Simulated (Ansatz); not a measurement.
**A hypothetical structure for BiP**

Starting from a made-up structure for BiP, the aim is the relaxed cell, its shortest contacts and, where a second run follows, its electronic structure.

Program: Ansatz 0.2.0. Level of theory: DFT, PBE, plane-wave PAW, files of the set soft_1, scalar-relativistic, no spin, cell and ions relaxed at zero pressure; PAW set soft_1, in the first sound run; inputs show where later runs differ. Results are calculated unless marked as measured.

## Step 1: Set-up

It takes space group Fm-3m (No. 225, cubic). The conventional cell has a = 5.757 Å, b = 5.757 Å, c = 5.757 Å, α = 90.00°, β = 90.00°, γ = 90.00°. Nearest to Bi lie 6 P at 2.88 Å. Nearest to P lie 6 Bi at 2.88 Å. Farther neighbours are not listed.

Structure file:

```cif
data_structure
_symmetry_space_group_name_H-M 'P 1'
_symmetry_Int_Tables_number 1
_cell_length_a 4.0708
_cell_length_b 4.0708
_cell_length_c 4.0708
_cell_angle_alpha 60.000
_cell_angle_beta 60.000
_cell_angle_gamma 60.000
_cell_volume 47.70
loop_
_atom_site_label
_atom_site_type_symbol
_atom_site_fract_x
_atom_site_fract_y
_atom_site_fract_z
_atom_site_occupancy
Bi1 Bi 0.50000 0.50000 0.50000 1
P2 P 0.00000 0.00000 0.00000 1
```

## Step 2: Relaxation of the guess

The guessed cell has no reason to be at equilibrium. It is relaxed with the atoms, within the space group of the guess.

input.yaml reads:

```yaml
crystal:
  lattice:
    - [0.0, 2.8785, 2.8785]
    - [2.8785, 0.0, 2.8785]
    - [2.8785, 2.8785, 0.0]
  atoms:
    - { symbol: Bi, position: [0.5, 0.5, 0.5] }
    - { symbol: P, position: [0.0, 0.0, 0.0] }
kpoints:
  mp_grid: { grid: [8, 8, 8] }
scf:
  occupations: { method: fermi_dirac, width: 0.05 }
hamiltonian:
  xc: pbe
  pseudopotentials: { kind: paw, azcp: { folder: soft_1 } }
relax:
  f_tol: 0.015
  max_steps: 70
  cell: {}
output:
  forces: true
  stress: true
```

On the command line:

```bash
$ ansatz run input.yaml --threads 4 --pin off --max-ram 8192MiB --backend cpu --events-out ev --progress --plain --runs-dir out
```

Numbers of over 12 decimals in the logs are rounded to 6 here.

What it wrote:

```text
Engine: ansatz 0.2.0, x86_64-unknown-linux-gnu
Pseudopotentials: kind: paw
Pseudopotential: Bi, paw, valence charge 15, recommended cutoff 420 eV (normal), soft_1/Bi.paw.azcp
Pseudopotential: P, paw, valence charge 5, recommended cutoff 420 eV (normal), soft_1/P.paw.azcp
Functional definition: PBE
  parameter kappa = 0.804
  parameter beta = 0.066725
  exchange = pbe_x(kappa = kappa, mu = beta*pi^2/3)
  correlation = pbe_c(beta = beta)
Crystal: 2 atoms, lattice volume = 47.701 Å³
Basis set: ecut = 420 eV, 941 PW (Γ), exchange–correlation on 60×60×60 points (8 copies of the dense FFT grid, shifted against one another)
Bands: 14, of which v1, the nominal top of the filled ones, is band 10 counted from 1 (9 counted from 0)
Symmetry: 48 space group operations
Space group: Fm-3m (ITA 225), of the structure as read, at distance tolerance 3.6e-5 Å
k-points: 29 of 512
Non-local potential: Bi, projectors of the file, l = 0: 2, l = 1: 2, l = 2: 2, l = 3: 1
Non-local potential: P, projectors of the file, l = 0: 2, l = 1: 2, l = 2: 1
PAW form: soft (Blöchl's): semilocal exchange-correlation on the pseudo side does not see the compensation charge
PAW one-centre angular grid: Bi, 590 points (default); XC on 64 Gauss nodes
PAW one-centre angular grid: P, 110 points (default); XC on 64 Gauss nodes
Initial density: superposition of atomic densities (chi_scale 0.1, normalization cell, long waves kept (reshape's long-wave potential 0.00 eV rms))
Initial wavefunctions: pseudopotential atomic-orbital guess
Functional: x = pbe(κ = 0.804, μ = 0.219515), c = pbe(β = 0.066725)
SCF iter   1: F=—  HF=-13154.926391 eV  |F-HF|=—  |Δ(HF+E_count)|=         —  Δρ=3.15e-2  dr2=9.82e-1  ethr=3.10e-3  ⟨swp⟩=6.4  Hψ=2602  notcnv=0
preconditioner: auto → Kerker (q_TF=auto, 2.360 Å⁻¹)  [metal: Δε(μ)=0.014 eV  Ē_g=17.942 eV  σ=0.050 eV  W_gap=0.07  n_scr=14 (ndim 8)  ℏωp=24.0 eV  f_vac=0.000  D(μ)=0.16/eV (n_scr^D=0)]
SCF iter   2: F=—  HF=-13154.721658 eV  |F-HF|=—  |Δ(HF+E_count)|=   2.05e-1  Δρ=1.63e-2  dr2=2.39e-1  ethr=3.10e-3  ⟨swp⟩=2.0  Hψ=749  notcnv=0
SCF iter   3: F=—  HF=-13154.670690 eV  |F-HF|=—  |Δ(HF+E_count)|=   5.10e-2  Δρ=3.55e-3  dr2=4.63e-3  ethr=1.19e-3  ⟨swp⟩=2.2  Hψ=601  notcnv=0
SCF iter   4: F=—  HF=-13154.672646 eV  |F-HF|=—  |Δ(HF+E_count)|=   1.96e-3  Δρ=6.02e-4  dr2=2.10e-4  ethr=2.32e-5  ⟨swp⟩=2.1  Hψ=617  notcnv=0
SCF iter   5: F=—  HF=-13154.672819 eV  |F-HF|=—  |Δ(HF+E_count)|=   1.73e-4  Δρ=1.77e-4  dr2=2.59e-5  ethr=1.05e-6  ⟨swp⟩=2.5  Hψ=632  notcnv=0
SCF iter   6: F=—  HF=-13154.672823 eV  |F-HF|=—  |Δ(HF+E_count)|=   4.38e-6  Δρ=6.04e-5  dr2=2.10e-6  ethr=1.29e-7  ⟨swp⟩=2.1  Hψ=700  notcnv=0
SCF iter   7: F=-13154.672824 eV  HF=-13154.672824 eV  |F-HF|=1.72e-9  |Δ(HF+E_count)|=   9.34e-7  Δρ=8.97e-6  dr2=4.13e-8  ethr=5.00e-10  ⟨swp⟩=4.0  Hψ=1746  notcnv=0
SCF 1 converged in 7 iterations: F = -13154.672824 eV  dr2 = 4.13e-8
  greatest PAW one-centre occupation: 0.989 electrons in one spin orbital (limit 2), on the Bi atom at site 0 (counted from 0), in its partial waves of l = 2
relax step   1: F+E_penalty+E_count = -13154.67282396 eV  Δ(F+E_penalty+E_count) = +0.000e0 eV  max|allowed force component| = 2.173e-29 eV/Å  Δτ_max = 0.0000 Å  P = +3.706 GPa  Ω = 47.701 Å³  (7 SCF iters, dr2 threshold 1.00e-7 eV, accepted)
Crystal: 2 atoms, lattice volume = 52.565 Å³
Basis set: ecut = 420 eV, 965 PW (Γ), exchange–correlation on 60×60×60 points (8 copies of the dense FFT grid, shifted against one another)
Initial density: handed on by an earlier stage of this run
Initial wavefunctions: those handed on with the density
iter 1 solved again at ethr=4.84e-5 eV; its pass at ethr=3.10e-3 eV (dr2=9.68e-3 eV) is discarded
SCF iter   1: F=—  HF=-13154.674088 eV  |F-HF|=—  |Δ(HF+E_count)|=         —  Δρ=3.03e-3  dr2=9.69e-3  ethr=4.84e-5  ⟨swp⟩=2.0  Hψ=3150  notcnv=0
preconditioner: auto → Kerker (q_TF=auto, 2.322 Å⁻¹)  [metal: Δε(μ)=0.105 eV  Ē_g=9.153 eV  σ=0.050 eV  W_gap=0.44  n_scr=14 (ndim 8)  ℏωp=16.2 eV  f_vac=0.000  D(μ)=0.38/eV (n_scr^D=0)]
SCF iter   2: F=—  HF=-13154.672701 eV  |F-HF|=—  |Δ(HF+E_count)|=   1.39e-3  Δρ=1.72e-3  dr2=2.77e-3  ethr=4.84e-5  ⟨swp⟩=1.0  Hψ=406  notcnv=0
SCF iter   3: F=—  HF=-13154.672743 eV  |F-HF|=—  |Δ(HF+E_count)|=   4.16e-5  Δρ=6.18e-4  dr2=3.35e-4  ethr=1.38e-5  ⟨swp⟩=1.4  Hψ=454  notcnv=0
SCF iter   4: F=—  HF=-13154.672873 eV  |F-HF|=—  |Δ(HF+E_count)|=   1.31e-4  Δρ=9.76e-5  dr2=4.41e-6  ethr=1.67e-6  ⟨swp⟩=2.2  Hψ=538  notcnv=0
SCF iter   5: F=—  HF=-13154.672874 eV  |F-HF|=—  |Δ(HF+E_count)|=   1.15e-6  Δρ=2.26e-5  dr2=2.14e-7  ethr=2.20e-8  ⟨swp⟩=2.7  Hψ=667  notcnv=0
SCF iter   6: F=-13154.672875 eV  HF=-13154.672875 eV  |F-HF|=1.21e-8  |Δ(HF+E_count)|=   6.82e-7  Δρ=3.89e-6  dr2=6.72e-9  ethr=1.00e-9  ⟨swp⟩=4.9  Hψ=1327  notcnv=0
SCF 2 converged in 6 iterations: F = -13154.672875 eV  dr2 = 6.72e-9
relax step   2: F+E_penalty+E_count = -13154.67287509 eV  Δ(F+E_penalty+E_count) = -5.113e-5 eV  max|allowed force component| = 1.824e-29 eV/Å  Δτ_max = 0.0000 Å  P = -3.112 GPa  Ω = 52.565 Å³  energy of the carried Pulay correction = -3.801e-4 eV  (6 SCF iters, dr2 threshold 2.00e-7 eV, accepted)
Crystal: 2 atoms, lattice volume = 50.227 Å³
iter 1 solved again at ethr=1.03e-5 eV; its pass at ethr=3.10e-3 eV (dr2=2.07e-3 eV) is discarded
SCF iter   1: F=—  HF=-13154.698790 eV  |F-HF|=—  |Δ(HF+E_count)|=         —  Δρ=1.43e-3  dr2=2.00e-3  ethr=1.03e-5  ⟨swp⟩=2.0  Hψ=3150  notcnv=0
preconditioner: auto → Kerker (q_TF=auto, 2.340 Å⁻¹)  [metal: Δε(μ)=0.030 eV  Ē_g=18.093 eV  σ=0.050 eV  W_gap=0.15  n_scr=14 (ndim 8)  ℏωp=23.4 eV  f_vac=0.000  D(μ)=0.40/eV (n_scr^D=0)]
SCF iter   2: F=—  HF=-13154.698455 eV  |F-HF|=—  |Δ(HF+E_count)|=   3.36e-4  Δρ=7.94e-4  dr2=5.61e-4  ethr=1.00e-5  ⟨swp⟩=1.0  Hψ=406  notcnv=0
SCF iter   3: F=—  HF=-13154.698423 eV  |F-HF|=—  |Δ(HF+E_count)|=   3.21e-5  Δρ=2.67e-4  dr2=5.74e-5  ethr=2.81e-6  ⟨swp⟩=1.7  Hψ=461  notcnv=0
SCF iter   4: F=—  HF=-13154.698442 eV  |F-HF|=—  |Δ(HF+E_count)|=   1.91e-5  Δρ=4.17e-5  dr2=7.89e-7  ethr=2.87e-7  ⟨swp⟩=2.4  Hψ=531  notcnv=0
SCF iter   5: F=-13154.698444 eV  HF=-13154.698444 eV  |F-HF|=9.84e-8  |Δ(HF+E_count)|=   1.78e-6  Δρ=1.02e-5  dr2=4.13e-8  ethr=1.00e-9  ⟨swp⟩=5.0  Hψ=1497  notcnv=0
SCF 3 converged in 5 iterations: F = -13154.698444 eV  dr2 = 4.13e-8
relax step   3: F+E_penalty+E_count = -13154.69844373 eV  Δ(F+E_penalty+E_count) = -2.557e-2 eV  max|allowed force component| = 9.631e-30 eV/Å  Δτ_max = 0.0000 Å  P = -0.256 GPa  Ω = 50.227 Å³  energy of the carried Pulay correction = -2.021e-4 eV  (5 SCF iters, dr2 threshold 2.00e-7 eV, accepted)
Crystal: 2 atoms, lattice volume = 50.050 Å³
iter 1 solved again at ethr=6.94e-8 eV; its pass at ethr=3.10e-3 eV (dr2=1.39e-5 eV) is discarded
SCF iter   1: F=—  HF=-13154.698607 eV  |F-HF|=—  |Δ(HF+E_count)|=         —  Δρ=1.09e-4  dr2=1.16e-5  ethr=6.94e-8  ⟨swp⟩=3.0  Hψ=2951  notcnv=0
preconditioner: auto → Kerker (q_TF=auto, 2.342 Å⁻¹)  [metal: Δε(μ)=0.042 eV  Ē_g=18.109 eV  σ=0.050 eV  W_gap=0.21  n_scr=14 (ndim 8)  ℏωp=23.5 eV  f_vac=0.000  D(μ)=0.44/eV (n_scr^D=0)]
SCF iter   2: F=—  HF=-13154.698605 eV  |F-HF|=—  |Δ(HF+E_count)|=   2.07e-6  Δρ=6.26e-5  dr2=3.45e-6  ethr=5.79e-8  ⟨swp⟩=1.0  Hψ=407  notcnv=0
SCF iter   3: F=—  HF=-13154.698605 eV  |F-HF|=—  |Δ(HF+E_count)|=   9.58e-8  Δρ=2.30e-5  dr2=4.36e-7  ethr=1.73e-8  ⟨swp⟩=1.3  Hψ=424  notcnv=0
SCF iter   4: F=-13154.698605 eV  HF=-13154.698605 eV  |F-HF|=6.04e-9  |Δ(HF+E_count)|=   1.64e-7  Δρ=3.37e-6  dr2=6.09e-9  ethr=8.17e-10  ⟨swp⟩=5.0  Hψ=1337  notcnv=0
SCF 4 converged in 4 iterations: F = -13154.698605 eV  dr2 = 6.09e-9
relax step   4: F+E_penalty+E_count = -13154.69860541 eV  Δ(F+E_penalty+E_count) = -1.617e-4 eV  max|allowed force component| = 1.692e-29 eV/Å  Δτ_max = 0.0000 Å  P = -0.010 GPa  Ω = 50.050 Å³  energy of the carried Pulay correction = -1.882e-4 eV  (4 SCF iters, dr2 threshold 1.63e-7 eV, accepted)
Initial wavefunctions: pseudopotential atomic-orbital guess (no wavefunctions were taken with the density)
iter 1 solved again at ethr=1.64e-7 eV; its pass at ethr=3.10e-3 eV (dr2=3.27e-5 eV) is discarded
SCF iter   1: F=—  HF=-13154.698688 eV  |F-HF|=—  |Δ(HF+E_count)|=         —  Δρ=1.73e-4  dr2=4.26e-7  ethr=1.64e-7  ⟨swp⟩=4.4  Hψ=4028  notcnv=0
preconditioner: auto → Kerker (q_TF=auto, 2.342 Å⁻¹)  [metal: Δε(μ)=0.043 eV  Ē_g=18.110 eV  σ=0.050 eV  W_gap=0.21  n_scr=14 (ndim 8)  ℏωp=23.5 eV  f_vac=0.000  D(μ)=0.44/eV (n_scr^D=0)]
SCF iter   2: F=—  HF=-13154.698782 eV  |F-HF|=—  |Δ(HF+E_count)|=   9.40e-5  Δρ=8.76e-5  dr2=1.10e-7  ethr=2.13e-9  ⟨swp⟩=2.2  Hψ=592  notcnv=0
SCF iter   3: F=—  HF=-13154.698817 eV  |F-HF|=—  |Δ(HF+E_count)|=   3.47e-5  Δρ=3.79e-6  dr2=1.03e-9  ethr=5.50e-10  ⟨swp⟩=2.1  Hψ=647  notcnv=0
SCF iter   4: F=—  HF=-13154.698817 eV  |F-HF|=—  |Δ(HF+E_count)|=   4.93e-8  Δρ=6.54e-7  dr2=1.27e-10  ethr=5.16e-12  ⟨swp⟩=2.2  Hψ=594  notcnv=0
SCF iter   5: F=-13154.698817 eV  HF=-13154.698817 eV  |F-HF|=1.64e-11  |Δ(HF+E_count)|=   1.20e-9  Δρ=1.26e-7  dr2=8.96e-12  ethr=1.00e-12  ⟨swp⟩=6.7  Hψ=1814  notcnv=0
SCF 5 converged in 5 iterations: F = -13154.698817 eV  dr2 = 8.96e-12
relax step   5: F+E_penalty+E_count = -13154.69881710 eV  Δ(F+E_penalty+E_count) = -2.117e-4 eV  max|allowed force component| = 1.058e-29 eV/Å  Δτ_max = 0.0000 Å  P = -0.007 GPa  Ω = 50.050 Å³  stress off target by 6.65e-3 GPa  SCF on the basis re-selected at this cell (its energy is not comparable with the rows above)  (5 SCF iters)
basis re-selected at this cell: Δ(F+E_penalty+E_count) = -2.117e-4 eV, ΔP = +0.003 GPa vs the last step (what re-selecting the basis moved, of the pressure what is left beyond the Pulay correction that the steps carried, after the strain that the cell walked since its last selection, with what the two solves' SCF thresholds leave and, on support functions, any second-order correction that the steps lacked; it is no m [...]
SCF converged after 5 iterations
Free energy (F): -13154.698817 eV
Harris-Foulkes:  -13154.698817 eV  (|F-HF|=1.64e-11)
Internal energy: -13154.695307 eV  (E = F + TS)
E sigma→0 (E₀):  -13154.697062 eV
Entropy (-TS):   -0.003511 eV (-1.755 meV/atom)
Fermi energy:    10.042549 eV
--- Per-component energies (eV) ---
  E_band       = -88.363368
  E_kinetic    = 319.030267
  E_local      = -1360.669287  (includes V_loc(G=0)·N_el)
  E_nonlocal   = 441.305466
  E_hartree    = 501.787242
  E_xc         = -224.176318
  E_vxc        = -191.578299  (∫ρ·V_xc dr)
  E_paw        = -11220.097347  (= ΣΔE_a)
  E_vpaw       = -300.026150  (= ΣTr[D̂ρ^β])
  E_aug_tail   = 0.000205  (compensation charges beyond the density's cutoff)
  E_ewald      = -1611.875535
  E_smearing   = -0.003511  (= −TS)
  E_closure    = 0.000000  (closes the sum)
  Σ components = -13154.698817   (vs F -13154.698817, Δ=0.00e0)
--- Forces (eV/Å), atoms counted from 1 ---
  atom   1  Bi     0.00000000     0.00000000     0.00000000
  atom   2  P     -0.00000000     0.00000000    -0.00000000
  max |Σ_I F_I| component: 2.09e-29 eV/Å
--- Stress (GPa, compression-positive) ---
       -0.006654      -0.000000      -0.000000
       -0.000000      -0.006654      -0.000000
       -0.000000      -0.000000      -0.006654
  P = ⅓ Tr σ = -0.0067 GPa (-0.067 kbar)
--- Relaxed structure (4 steps of the walk, 4 accepted, 1 SCFs on fresh bases) ---
  F+E_penalty+E_count = -13154.69881710 eV   max|allowed force component| = 1.058e-29 eV/Å   (the final SCF, on the basis selected at the relaxed cell)
  cell:  # Å, volume = 50.0498 Å³
    - [0, 2.924987, 2.924987]
    - [2.924987, 0, 2.924987]
    - [2.924987, 2.924987, 0]
  atoms:
    - { symbol: Bi, position: [0.5, 0.5, 0.5] }
    - { symbol: P, position: [0, 0, 0] }
```

Elapsed: 1.2 s, on 4 threads of Intel Xeon Platinum 8488C (Sapphire Rapids), shared host; peak memory 0.39 GiB; 3.8 s of CPU time.

The steps of the relaxation:

```
step  energy less that of the first step (eV)  largest force component (eV/Å)  pressure (GPa)  volume (Å³)
   1                                   0.0000                          0.0000            3.71        47.70
   2                                  -0.0001                          0.0000           -3.11        52.57
   3                                  -0.0256                          0.0000           -0.26        50.23
   4                                  -0.0258                          0.0000           -0.01        50.05
  5*                                  -0.0260                          0.0000           -0.01        50.05
```

Relaxation steps marked * repeat the geometry before them on a plane-wave basis chosen anew for their cell, so energy and pressure can jump there.

Forces are held to the 48 operations that the run works with; a distortion that breaks them can't arise in this run.

```
conventional cell, symmetrised  before  after  change
                         a (Å)   5.757  5.850  +1.6 %
                         b (Å)   5.757  5.850  +1.6 %
                         c (Å)   5.757  5.850  +1.6 %
              volume (Å³/atom)   23.85  25.02  +4.9 %
```

Final coordinates:

```
Bi P
1.0
     0.00000    2.92499    2.92499
     2.92499    0.00000    2.92499
     2.92499    2.92499    0.00000
Bi P
1 1
Direct
  0.50000 0.50000 0.50000
  0.00000 0.00000 0.00000
```

This step gave:

```
free energy             : -13154.6988 eV
energy at zero smearing : -13154.6971 eV
smearing term TS        : 0.003511 eV
Fermi energy            : 10.04 eV
gap by band count       : 0.04293 eV
electrons               : 20
symmetry operations     : 48
pressure                : -0.006654 GPa
```

The shortest distance of each pair, which need not be the same contact before and after:

```
 pair  guess (Å)  relaxed (Å)
 Bi–P      2.878        2.925
Bi–Bi      4.071        4.137
  P–P      4.071        4.137
```

The relaxation ends with a pressure of -0.01 GPa.

[end of part 1 of 2]

[Logs are printed without paths, hosts, clocks, repeated set-up lines and the standing remarks that a program may print on its own settings, such as how far it seeks lower states.]

[Hosts, paths, dates, database ids (printed as entryN), source tags and the programs' standing remarks are cut or masked in the printed files.]
